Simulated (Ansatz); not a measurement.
**How BN absorbs and reflects light**

Wanted: where BN starts to absorb, how strongly, and its refractive index. The cell comes from an older database entry, whose edges can differ from later determinations, mostly by under a per cent.

Calculated with Ansatz 0.2.0; DFT, PBE, plane-wave PAW, default files, scalar-relativistic, independent-particle optical response without local fields.

Most raw output is cut from this account.

The database entry behind the starting cell differs from later determinations by our own check (about 0.3 % short, minor phase), so it need not match the best structure at ambient conditions.

## Step 1: The structure

It takes space group P6_3/mmc (No. 194, hexagonal). The conventional cell has a = 2.498 Å, b = 2.498 Å, c = 6.636 Å, α = 90.00°, β = 90.00°, γ = 120.00°. Nearest to N lie 3 B at 1.44 Å. Nearest to B lie 3 N at 1.44 Å. Farther neighbours and most contacts between anions are not listed.

## Step 2: Ground state and bands

First the ground state: is it a metal or has it a gap?

This step: DFT, PBE, plane-wave PAW, default files, scalar-relativistic, ground state (Ansatz 0.2.0).

input.yaml

```yaml
crystal:
  lattice:
    - [2.49824, 0.0, 0.0]
    - [-1.24912, 2.1635393048, 0.0]
    - [0.0, 0.0, 6.6357]
  atoms:
    - { symbol: "N", position: [0.6666666667, 0.3333333333, 0.25] }
    - { symbol: "N", position: [0.3333333333, 0.6666666667, 0.75] }
    - { symbol: B, position: [0.6666666667, 0.3333333333, 0.75] }
    - { symbol: B, position: [0.3333333333, 0.6666666667, 0.25] }
kpoints:
  mp_grid: { grid: [10, 10, 4] }
  band_path:
    path:
      - [[0.0, 0.0, 0.0], [0.5, 0.0, 0.0], [0.33333333, 0.33333333, 0.0], [0.0, 0.0, 0.0], [0.0, 0.0, 0.5], [0.5, 0.0, 0.5], [0.33333333, 0.33333333, 0.5], [0.0, 0.0, 0.5]]
      - [[0.5, 0.0, 0.5], [0.5, 0.0, 0.0]]
      - [[0.33333333, 0.33333333, 0.0], [0.33333333, 0.33333333, 0.5]]
    npoints: 6
scf:
  occupations: { method: fermi_dirac, width: 0.05 }
  n_extra_bands: 8
hamiltonian:
  xc: pbe
  pseudopotentials: { kind: paw }
output:
  forces: true
  stress: true
  populations: true
  write_bands: true
  write_density: true
  write_potential: true
  elf: true
  volumetric_format: npy
```

Launch:

```bash
$ ansatz run input.yaml --threads 4 --pin off --max-ram 8192MiB --backend cpu --events-out ev --progress --plain --runs-dir out
```

Run time: 0.51 s. Hardware: 4 threads of Intel Xeon Platinum 8488C (Sapphire Rapids), shared host; peak memory 0.45 GiB.

This step gave:

```
free energy                  : -1084.8018 eV
Fermi energy                 : 6.986 eV
gap by band count            : 4.252 eV
electrons                    : 16
symmetry operations          : 24
pressure                     : 5.078 GPa
gap on the k-mesh            : 4.252 eV
volume                       : 35.87 Å³
gap on the path              : 4.264 eV
least direct gap on the path : 4.664 eV
```

There is a gap, 4.26 eV on the path, so no carriers' term is needed. The cell is left with a pressure of 5.1 GPa, as it stands unrelaxed at this level.

Electronic bands along the path, in eV, zero at the Fermi level; v1 is the highest filled band, c1 the lowest empty one:

| point | v4 | v3 | v2 | v1 | c1 | c2 | c3 | c4 |
| --- | --- | --- | --- | --- | --- | --- | --- | --- |
| Γ | -3.51 | -3.51 | -3.48 | -3.48 | 3.07 | 8.16 | 9.44 | 9.44 |
| halfway | -6.80 | -5.16 | -5.10 | -4.87 | 4.91 | 6.64 | 7.17 | 8.47 |
| M | -6.35 | -6.29 | -3.64 | -2.63 | 2.10 | 3.48 | 7.41 | 7.85 |
| halfway | -7.70 | -7.63 | -3.20 | -2.36 | 2.34 | 3.30 | 9.11 | 9.89 |
| K | -9.34 | -9.34 | -2.27 | -2.27 | 2.69 | 2.69 | 8.62 | 11.09 |
| halfway | -6.27 | -6.12 | -6.07 | -4.42 | 5.60 | 6.25 | 6.29 | 10.10 |
| Γ | -3.51 | -3.51 | -3.48 | -3.48 | 3.07 | 8.16 | 9.44 | 9.44 |
| halfway | -3.51 | -3.51 | -3.48 | -3.48 | 3.78 | 7.26 | 9.46 | 9.46 |
| A | -3.50 | -3.50 | -3.50 | -3.50 | 5.45 | 5.45 | 9.50 | 9.50 |
| halfway | -5.91 | -5.91 | -5.13 | -5.13 | 6.04 | 6.04 | 8.18 | 8.18 |
| L | -6.32 | -6.32 | -3.12 | -3.12 | 2.57 | 2.57 | 7.81 | 7.81 |
| halfway | -7.67 | -7.67 | -2.74 | -2.74 | 2.62 | 2.62 | 9.80 | 9.80 |
| H | -9.35 | -9.35 | -2.19 | -2.19 | 2.47 | 2.47 | 9.85 | 9.85 |
| halfway | -6.11 | -6.11 | -5.41 | -5.41 | 5.82 | 5.82 | 8.71 | 8.71 |
| A | -3.50 | -3.50 | -3.50 | -3.50 | 5.45 | 5.45 | 9.50 | 9.50 |
| jump to L | -6.32 | -6.32 | -3.12 | -3.12 | 2.57 | 2.57 | 7.81 | 7.81 |
| halfway | -6.34 | -6.29 | -3.48 | -2.76 | 2.19 | 3.16 | 7.58 | 7.86 |
| M | -6.35 | -6.29 | -3.64 | -2.63 | 2.10 | 3.48 | 7.41 | 7.85 |
| jump to K | -9.34 | -9.34 | -2.27 | -2.27 | 2.69 | 2.69 | 8.62 | 11.09 |
| halfway | -9.35 | -9.35 | -2.23 | -2.23 | 2.58 | 2.58 | 8.94 | 11.12 |
| H | -9.35 | -9.35 | -2.19 | -2.19 | 2.47 | 2.47 | 9.85 | 9.85 |

Electrostatic potential energy in the ac plane at fractional y = 0.333, with atoms of N and B within 0.2 Å of it. With pseudopotentials it is smooth inside the atoms' cores, unlike the true potential.

Values in eV, 24 rows by 13 columns, each cell a mean:
```
 10  10  10  10  10  10  10   9   9   9   9  10  10
  9  10  10  10  10   9   8   8   7   7   7   8   9
  8   8   9   9   8   7   5   3   1   1   2   4   6
  5   6   6   6   5   3  -2 -11 -18 -19 -14  -5   2
  1   2   1   1   1  -3 -16 -34 -45 -47 -39 -22  -6
 -1  -2  -4  -4  -3  -8 -27 -47 -52 -52 -52 -34 -12
  0   0  -2  -2  -1  -5 -21 -41 -50 -51 -46 -28  -9
  4   5   5   5   4   2  -5 -17 -26 -27 -20  -9   0
  7   8   8   8   7   6   4   0  -2  -3  -1   3   5
  9   9  10   9   9   8   8   6   6   6   6   7   8
 10  10  10  10  10  10   9   9   9   9   9   9  10
 10  10  10  10  10  10  10  10  10  10  10  10  10
 10  10  10  10  10  10  10  10  10  10  10  10  10
  9   9   9   9   9  10  10  10  10  10  10  10  10
  8   7   7   7   8   8   8   7   6   5   6   7   8
  5   4   4   4   4   5   1  -8 -16 -17 -11  -2   4
  1   0  -1  -1   1  -2 -16 -35 -46 -47 -39 -22  -5
 -1  -3  -5  -5  -2  -8 -28 -50 -52 -52 -52 -36 -13
  0  -2  -3  -3  -1  -5 -22 -43 -52 -52 -47 -29  -9
  4   3   2   3   3   3  -3 -15 -24 -26 -19  -7   2
  7   7   6   6   7   7   7   5   2   1   4   6   7
  9   9   8   9   9   9   9   9   9   9   9   9   9
 10  10  10  10  10  10  10  10  10  10  10  10  10
 10  10  10  10  10  10  10  10  10  10  10  10  10
```
Atoms in or near the plane, at fractional coordinates: N at (0.67, 0.25), B at (0.67, 0.75).

Valence density in the ac plane at fractional y = 0.333, with atoms of N and B within 0.2 Å of it. It is the smooth field of the valence electrons, not physical close to the nuclei.

Ten even steps from '_' (0.0 e/Å³) to '@' (3.7 e/Å³), each cell a mean:
```
__________________________
__________________________
__________________________
................____......
::::::::::::::..........::
::::::::::::::::..__..::::
::::::::::::::........::::
..........................
__________________________
__________________________
__________________________
__________________________
__________________________
__________________________
______________........____
..______....::--====--::..
::........::==**%%%%##++--
::......::--**@@@@@@@@##==
::........--++%%@@@@%%**--
..______....::==++++==--::
____________............__
__________________________
__________________________
__________________________
```
Atoms in or near the plane, at fractional coordinates: N at (0.67, 0.25), B at (0.67, 0.75).

## Step 3: Spectrum

With the density converged, the vertical transitions are summed over the zone.

This step: DFT, PBE, plane-wave PAW, default files, scalar-relativistic, independent-particle optical response without local fields (Ansatz 0.2.0).

input.yaml, the sections that differ from step 2:

```yaml
kpoints:
  mp_grid: { grid: [10, 10, 4] }
scf:
  occupations: { method: fixed }
output:
  optics:
    e_range: [0, 20]
    de: 0.05
    sigma: 0.1
    nscf_kmesh: { grid: [12, 12, 4] }
    bands: { spectra_wanted_up_to: 20 }
# crystal, hamiltonian: as in step 2
```

Wall time 9 s (4 threads); peak memory 0.73 GiB; 34 s of CPU time.

Numbers from this step:

* electronic dielectric constant ε∞, mean over x, y and z (by symmetry where fewer were run): 4.231
* absorption onset, first axis (α over 10⁴ cm⁻¹, or the direct gap if that lies higher): 4.664 eV
* main peak of Im epsilon, first axis: 5.706 eV
* least direct gap on the mesh: 4.664 eV
* bands summed: 27
* spectra valid up to: 28.79 eV
* program's estimate of the k-sum error in Im epsilon: 0.08 %
* electrons in the f-sum: 12.98

The Im ε by photon energy; read off at these points:

| photon energy (eV) | E ∥ x or y | E ∥ z |
| --- | --- | --- |
| 4.00 | 0 | 0 |
| 4.50 | 0.0380 | 0.0117 |
| 5.00 | 6.89 | 1.35 |
| 5.50 | 10.5 | 1.08 |
| 5.70 | 15.4 | 0.968 |
| 6.00 | 10.3 | 0.820 |
| 6.50 | 4.71 | 0.609 |
| 7.00 | 2.92 | 0.454 |
| 7.50 | 1.99 | 0.365 |
| 8.00 | 1.43 | 0.327 |
| 8.50 | 1.07 | 0.322 |
| 9.00 | 0.838 | 0.366 |
| 9.50 | 0.685 | 2.47 |
| 10.00 | 0.591 | 8.34 |
| 10.50 | 0.534 | 5.50 |
| 11.00 | 0.719 | 4.12 |
| 11.50 | 0.713 | 3.76 |
| 12.00 | 0.654 | 2.40 |
| 12.50 | 0.785 | 1.46 |
| 13.00 | 3.67 | 2.98 |
| 13.50 | 8.32 | 5.83 |
| 13.65 | 7.75 | 6.33 |
| 14.00 | 8.91 | 3.84 |
| 14.15 | 10.0 | 3.19 |
| 14.50 | 6.90 | 3.20 |
| 15.00 | 5.18 | 1.01 |
| 15.50 | 4.13 | 0.894 |
| 16.00 | 3.38 | 0.727 |
| 16.50 | 3.00 | 0.609 |
| 17.00 | 2.87 | 0.565 |
| 17.50 | 2.40 | 0.617 |
| 18.00 | 2.21 | 1.28 |
| 18.50 | 1.88 | 1.41 |
| 19.00 | 1.65 | 1.14 |
| 19.50 | 1.47 | 1.16 |
| 20.00 | 1.32 | 1.21 |

The Re ε by photon energy:

| photon energy (eV) | E ∥ x or y | E ∥ z |
| --- | --- | --- |
| 0.0 | 4.84 | 3.02 |
| 0.5 | 4.86 | 3.02 |
| 1.0 | 4.92 | 3.04 |
| 1.5 | 5.02 | 3.07 |
| 2.0 | 5.18 | 3.11 |
| 2.5 | 5.43 | 3.16 |
| 3.0 | 5.79 | 3.24 |
| 3.5 | 6.36 | 3.36 |
| 4.0 | 7.40 | 3.57 |
| 4.5 | 10.4 | 4.17 |
| 5.0 | 9.99 | 3.63 |
| 5.5 | 9.17 | 3.13 |
| 6.0 | -1.66 | 3.02 |
| 6.5 | -1.87 | 3.08 |
| 7.0 | -0.837 | 3.26 |
| 7.5 | -0.109 | 3.54 |
| 8.0 | 0.477 | 3.92 |
| 8.5 | 0.975 | 4.48 |
| 9.0 | 1.41 | 5.52 |
| 9.5 | 1.82 | 8.83 |
| 10.0 | 2.22 | 4.20 |
| 10.5 | 2.68 | 1.40 |
| 11.0 | 3.13 | 0.953 |
| 11.5 | 3.48 | 0.753 |
| 12.0 | 4.20 | 0.210 |
| 12.5 | 5.53 | 1.67 |
| 13.0 | 9.74 | 3.83 |
| 13.5 | 5.25 | 1.50 |
| 14.0 | 3.34 | -1.67 |
| 14.5 | -1.17 | -1.98 |
| 15.0 | -1.30 | -1.07 |
| 15.5 | -1.31 | -0.385 |
| 16.0 | -1.22 | -0.0538 |
| 16.5 | -0.959 | 0.266 |
| 17.0 | -1.07 | 0.611 |
| 17.5 | -1.06 | 0.909 |
| 18.0 | -0.960 | 1.48 |
| 18.5 | -1.02 | 0.456 |
| 19.0 | -0.886 | 0.595 |
| 19.5 | -0.788 | 0.584 |
| 20.0 | -0.707 | 0.453 |

Loss function −Im 1/ε at q → 0 against energy loss; read off at these points:

| energy loss (eV) | E ∥ x or y | E ∥ z |
| --- | --- | --- |
| 4.00 | 0 | 0 |
| 4.50 | 3.5e-4 | 6.7e-4 |
| 5.00 | 0.0468 | 0.0902 |
| 5.50 | 0.0540 | 0.0986 |
| 6.00 | 0.0942 | 0.0836 |
| 6.50 | 0.183 | 0.0617 |
| 7.00 | 0.316 | 0.0419 |
| 7.50 | 0.501 | 0.0288 |
| 8.00 | 0.631 | 0.0212 |
| 8.50 | 0.511 | 0.0160 |
| 9.00 | 0.310 | 0.0120 |
| 9.50 | 0.181 | 0.0294 |
| 10.00 | 0.112 | 0.0956 |
| 10.50 | 0.0714 | 0.171 |
| 11.00 | 0.0695 | 0.230 |
| 11.50 | 0.0564 | 0.255 |
| 12.00 | 0.0361 | 0.413 |
| 12.15 | 0.0318 | 0.485 |
| 12.50 | 0.0252 | 0.296 |
| 13.00 | 0.0339 | 0.127 |
| 13.50 | 0.0860 | 0.161 |
| 14.00 | 0.0984 | 0.219 |
| 14.50 | 0.141 | 0.226 |
| 15.00 | 0.182 | 0.468 |
| 15.50 | 0.220 | 0.944 |
| 16.00 | 0.262 | 1.37 |
| 16.25 | 0.287 | 1.47 |
| 16.50 | 0.302 | 1.38 |
| 17.00 | 0.306 | 0.816 |
| 17.50 | 0.348 | 0.511 |
| 18.00 | 0.380 | 0.333 |
| 18.50 | 0.412 | 0.643 |
| 19.00 | 0.471 | 0.690 |
| 19.50 | 0.529 | 0.686 |
| 20.00 | 0.588 | 0.725 |

The reflectivity at normal incidence by photon energy; read off at these points:

| photon energy (eV) | E ∥ x or y (%) | E ∥ z (%) |
| --- | --- | --- |
| 0.00 | 14.1 | 7.26 |
| 0.50 | 14.1 | 7.28 |
| 1.00 | 14.3 | 7.34 |
| 1.50 | 14.7 | 7.45 |
| 2.00 | 15.2 | 7.61 |
| 2.50 | 15.9 | 7.85 |
| 3.00 | 17.0 | 8.17 |
| 3.50 | 18.7 | 8.66 |
| 4.00 | 21.4 | 9.46 |
| 4.50 | 27.8 | 11.7 |
| 5.00 | 32.8 | 11.4 |
| 5.50 | 37.5 | 9.12 |
| 6.00 | 46.4 | 8.16 |
| 6.15 | 47.2 | 8.03 |
| 6.50 | 41.2 | 8.00 |
| 7.00 | 31.6 | 8.49 |
| 7.50 | 21.3 | 9.50 |
| 8.00 | 11.4 | 10.9 |
| 8.50 | 5.30 | 12.9 |
| 9.00 | 3.34 | 16.3 |
| 9.50 | 3.54 | 25.8 |
| 10.00 | 4.63 | 33.0 |
| 10.50 | 6.31 | 27.9 |
| 11.00 | 8.38 | 23.8 |
| 11.50 | 9.68 | 23.0 |
| 12.00 | 12.2 | 19.7 |
| 12.50 | 16.5 | 7.15 |
| 13.00 | 28.5 | 16.8 |
| 13.50 | 32.7 | 28.8 |
| 14.00 | 34.9 | 39.6 |
| 14.30 | 42.2 | 34.8 |
| 14.50 | 40.2 | 43.2 |
| 14.75 | 38.7 | 56.6 |
| 15.00 | 38.1 | 46.6 |
| 15.50 | 36.9 | 29.1 |
| 16.00 | 35.6 | 19.6 |
| 16.50 | 32.9 | 9.92 |
| 17.00 | 34.1 | 3.78 |
| 17.50 | 34.4 | 2.31 |
| 18.00 | 33.4 | 6.00 |
| 18.50 | 35.4 | 11.5 |
| 19.00 | 34.3 | 8.18 |
| 19.50 | 33.6 | 8.47 |
| 20.00 | 33.0 | 10.2 |

Refractive index n and extinction k against photon energy:

| photon energy (eV) | n, E ∥ x or y | k, E ∥ x or y | n, E ∥ z | k, E ∥ z |
| --- | --- | --- | --- | --- |
| 0 | 2.20 | 0 | 1.74 | 0 |
| 1 | 2.22 | 0 | 1.74 | 0 |
| 2 | 2.28 | 0 | 1.76 | 0 |
| 3 | 2.41 | 0 | 1.80 | 0 |
| 4 | 2.72 | 0 | 1.89 | 0 |
| 5 | 3.33 | 1.04 | 1.94 | 0.349 |
| 6 | 2.10 | 2.46 | 1.75 | 0.234 |
| 7 | 1.05 | 1.39 | 1.81 | 0.125 |
| 8 | 0.995 | 0.716 | 1.98 | 0.0825 |
| 9 | 1.24 | 0.339 | 2.35 | 0.0778 |
| 10 | 1.50 | 0.197 | 2.60 | 1.60 |
| 11 | 1.78 | 0.202 | 1.61 | 1.28 |
| 12 | 2.06 | 0.159 | 1.15 | 1.05 |
| 13 | 3.17 | 0.579 | 2.08 | 0.716 |
| 14 | 2.54 | 1.76 | 1.12 | 1.71 |
| 15 | 1.42 | 1.82 | 0.450 | 1.13 |
| 16 | 1.09 | 1.55 | 0.581 | 0.626 |
| 17 | 0.997 | 1.44 | 0.850 | 0.333 |
| 18 | 0.853 | 1.30 | 1.31 | 0.487 |
| 19 | 0.701 | 1.17 | 0.969 | 0.587 |
| 20 | 0.630 | 1.05 | 0.934 | 0.648 |

From ε follow the optical constants at some laser and lamp lines:

| wavelength (nm) | n xy | k xy | R (%) xy | 1/α xy | n z | k z | R (%) z | 1/α z |
| --- | --- | --- | --- | --- | --- | --- | --- | --- |
| 1550 | 2.21 | 0.000 | 14.2 | over 1 mm | 1.74 | 0.000 | 7.3 | over 1 mm |
| 800 | 2.24 | 0.000 | 14.7 | over 1 mm | 1.75 | 0.000 | 7.5 | over 1 mm |
| 532 | 2.31 | 0.000 | 15.7 | over 1 mm | 1.77 | 0.000 | 7.8 | over 1 mm |
| 450 | 2.36 | 0.000 | 16.5 | over 1 mm | 1.79 | 0.000 | 8.0 | over 1 mm |
| 365 | 2.49 | 0.000 | 18.3 | over 1 mm | 1.83 | 0.000 | 8.5 | over 1 mm |
| 248 | 3.33 | 1.035 | 32.8 | 19 nm | 1.94 | 0.349 | 11.4 | 57 nm |
| 193 | 1.32 | 1.958 | 42.7 | 7.8 nm | 1.76 | 0.181 | 8.0 | 85 nm |

Rows near the edge hang on the gap, which this functional as a rule makes too small, and phonon-assisted absorption is left out.

Through 1 µm of it, D65 light comes out colourless (x = 0.314, y = 0.331; 77 % transmitted).

At 1064 nm the birefringence n(z) − n(x) is -0.479: the crystal is uniaxial negative at this level.

The f-sum over the summed bands holds 13.0 of the cell's 16 electrons outside the frozen cores, 4 of which lie in bands more than 12 eV below the Fermi level, whose transitions come at higher energies. Up to 20 eV the strength has a mean oscillator energy of 10.2 eV, well above the main peak, so higher transitions carry much of it.

## Step 4: Static response with local fields

A static field by perturbation theory: the induced potential is included, and the Born charges come with it.

This step: DFT, PBE, plane-wave PAW, default files, scalar-relativistic, static field response by perturbation theory with local fields (Ansatz 0.2.0).

Edit input.yaml of step 3 so:

```diff
@@ -17,8 +17,2 @@
   pseudopotentials: { kind: paw }
-output:
-  optics:
-    e_range: [0, 20]
-    de: 0.05
-    sigma: 0.1
-    nscf_kmesh: { grid: [12, 12, 4] }
-    bands: { spectra_wanted_up_to: 20 }
+dielectric: {}
```

Elapsed: 7.9 s, on 4 threads; peak memory 0.63 GiB.

Read-outs, printed or worked out from the files:

| Item | Value |
| --- | --- |
| electronic dielectric constant ε∞, mean over x, y and z (by symmetry where fewer were run) | 4.057 |

ε∞ with local fields:

```
4.74 0.00 0.00
0.00 4.74 0.00
0.00 0.00 2.69
```

Diagonal elements. Born, by row:

| atom | Z*xx (e) | Z*yy (e) | Z*zz (e) |
| --- | --- | --- | --- |
| N1 | -2.711 | -2.711 | -0.744 |
| N2 | -2.711 | -2.711 | -0.744 |
| B3 | 2.711 | 2.711 | 0.744 |
| B4 | 2.711 | 2.711 | 0.744 |

Mean Born charges are N -2.06 and B +2.06, against formal valences of -3 and +3. They are far from isotropic: N has -2.71, -2.71 and -0.74 along x, y and z.

## Step 5: Summary of results

```json
{"gap on the path": "4.26 eV", "least direct gap on the path": "4.66 eV", "electronic dielectric constant ε∞, mean over x, y and z (by symmetry where fewer were run) (independent particles)": "4.23", "absorption onset, first axis (α over 10⁴ cm⁻¹, or the direct gap if that lies higher)": "4.66 eV", "main peak of Im epsilon, first axis": "5.71 eV", "electronic dielectric constant ε∞, mean over x, y and z (by symmetry where fewer were run) (static response with local fields)": "4.06"}
```

**Reading.** At this level (PBE, independent particles) BN has a mean ε∞ = 4.23 (4.06 with local fields) and n = 2.21 at 1550 nm (E ∥ x); absorption sets in near 4.7 eV, and Im ε peaks at 5.7 eV (E ∥ x). The gap is indirect (4.26 eV), so absorption without phonons can begin only at the direct gap of 4.66 eV. Lines 0.1 eV wide carry a tail of absorption under the direct gap, past the threshold already at 4.53 eV. Absorption passes 10⁴ cm⁻¹ from the direct gap on, 4.66 eV, in the ultraviolet, so the visible is passed. Distinct maxima of Im ε, read by a parabola through the highest points, lie at 5.71 eV (15) and 14.17 eV (10) for E ∥ x or y. The f-sum over the summed bands holds 13.0 of the cell's 16 electrons outside the frozen cores, 4 of which lie in bands more than 12 eV below the Fermi level, whose transitions come at higher energies. Up to 20 eV the strength has a mean oscillator energy of 10.2 eV, well above the main peak, so higher transitions carry much of it. Through 1 µm of it, D65 light comes out colourless (x = 0.314, y = 0.331; 77 % transmitted). At 1064 nm the birefringence n(z) − n(x) is -0.479: the crystal is uniaxial negative at this level. In the base spectrum excitons and phonon-assisted transitions are missing, and so are local fields; PBE gaps are as a rule too small, which pulls the onset down and ε∞ up. In the base run ε includes the program's bounded estimate of what the bands above those summed add.

[Logs are printed without paths, hosts, clocks, repeated set-up lines and the standing remarks that a program may print on its own settings, such as how far it seeks lower states.]

[Hosts, paths, dates, database ids (printed as entryN), source tags and the programs' standing remarks are cut or masked in the printed files.]
